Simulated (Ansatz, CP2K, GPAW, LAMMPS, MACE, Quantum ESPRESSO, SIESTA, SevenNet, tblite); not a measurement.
## Finding the fault: GPAW, amorphous carbon (64 atoms)

Program: GPAW 26.7.0, a calculation on a cell of 64 C, 6.83 Å³ an atom.

run.py reads:

```python
import numpy as np
from ase.io import read
from gpaw import GPAW, FermiDirac

atoms = read("structure.xyz")
atoms.calc = GPAW(
    mode="lcao",
    basis="tzp",
    h=0.2,
    xc="PBE",
    kpts={"size": (1, 1, 1), "gamma": True},
    occupations=FermiDirac(0.05),
    maxiter=60,
    symmetry={"point_group": False},
    txt="gpaw.txt",
)
energy = atoms.get_potential_energy(force_consistent=True)
forces = atoms.get_forces()
print(f"energy {energy:.6f} eV")
print("forces (eV/A)")
for i, (a, f) in enumerate(zip(atoms, forces)):
    print(f"{i:4d} {a.symbol:2s} {f[0]:10.5f} {f[1]:10.5f} {f[2]:10.5f}")
print(f"Fermi level {atoms.calc.get_fermi_level():.4f} eV")
for k in range(len(atoms.calc.get_ibz_k_points())):
    for s in range(atoms.calc.get_number_of_spins()):
        e = atoms.calc.get_eigenvalues(kpt=k, spin=s)
        n = np.searchsorted(e, atoms.calc.get_fermi_level())
        print(f"k {k} spin {s} levels about the Fermi level:", np.round(e[max(n - 6, 0):n], 4).tolist(), "|", np.round(e[n:n + 6], 4).tolist())
```

structure.xyz reads:

```xyz
64
Lattice="7.59030 0.00000 0.00000 0.00000 7.59030 0.00000 0.00000 0.00000 7.59030" Properties=species:S:1:pos:R:3 pbc="T T T"
C 6.33532 6.97761 5.42342
C 6.62072 1.39145 3.81230
C 3.96183 5.72316 4.84314
C 2.99984 1.80740 7.44737
C 4.64974 4.93962 7.16949
C 1.54599 3.54619 1.33392
C 6.39392 5.10425 3.93777
C 5.66016 0.71599 0.76761
C 2.78989 1.89697 5.92848
C 4.06043 2.69456 0.55819
[... 50 atom lines left out ...]
C 0.24130 2.86640 0.66408
C 2.03549 7.06832 0.26604
C 6.56257 0.99236 5.38782
C 5.24922 1.77051 5.59959
```

Started as:

```console
OMP_NUM_THREADS=1 python run.py > output.txt
```

The program printed:

```text
FileNotFoundError: Could not find required basis set file "C.tzp.basis".
You need to set the GPAW_SETUP_PATH environment variable to point to
the directories where PAW dataset and basis files are stored.  See
for details.
```

gpaw.txt:

```text
Input parameters:
  mode=LCAO(),
  basis={'default': 'tzp'},
  h=0.2,
  kpts=MonkhorstPack(size=(1, 1, 1), gamma=True),
  maxiter=60,
  occupations=Occupations(name='fermi-dirac', width=0.05, fixmagmom=False),
  symmetry=Symmetry(point_group=False),
  xc=XC(name='PBE')
timing:  # [seconds]
  Total: 0.038  # ━━━━━━━━━━━━━━━━━━━━━━━━━━━━━━━━━━━━━━━━━━━━━━━━━━━━━━━━━━━
  Init:  0.013  # ━━━━━━━━━━━━━━━━━━━╸
```

It took 1.4 s on 1 thread of Arm Neoverse V1, shared host; peak memory 0.1 GiB.

Banners, paths, timers and routine set-up lines are dropped from the logs unmarked, and long logs keep their key lines alone; longer cuts are marked.

Q: Find the fault and mend it.

A basis that isn't there: basis tzp. The sound run has basis dzp.

The program stopped at the start.

[Also dropped from logs without a mark: logging warnings of Python, and SIESTA's first energy breakdown and zero terms.]

[Logs are printed without paths, hosts, clocks, repeated set-up lines and the standing remarks that a program may print on its own settings, such as how far it seeks lower states.]

[Hosts, paths, dates, database ids (printed as entryN), source tags and the programs' standing remarks are cut or masked in the printed files.]
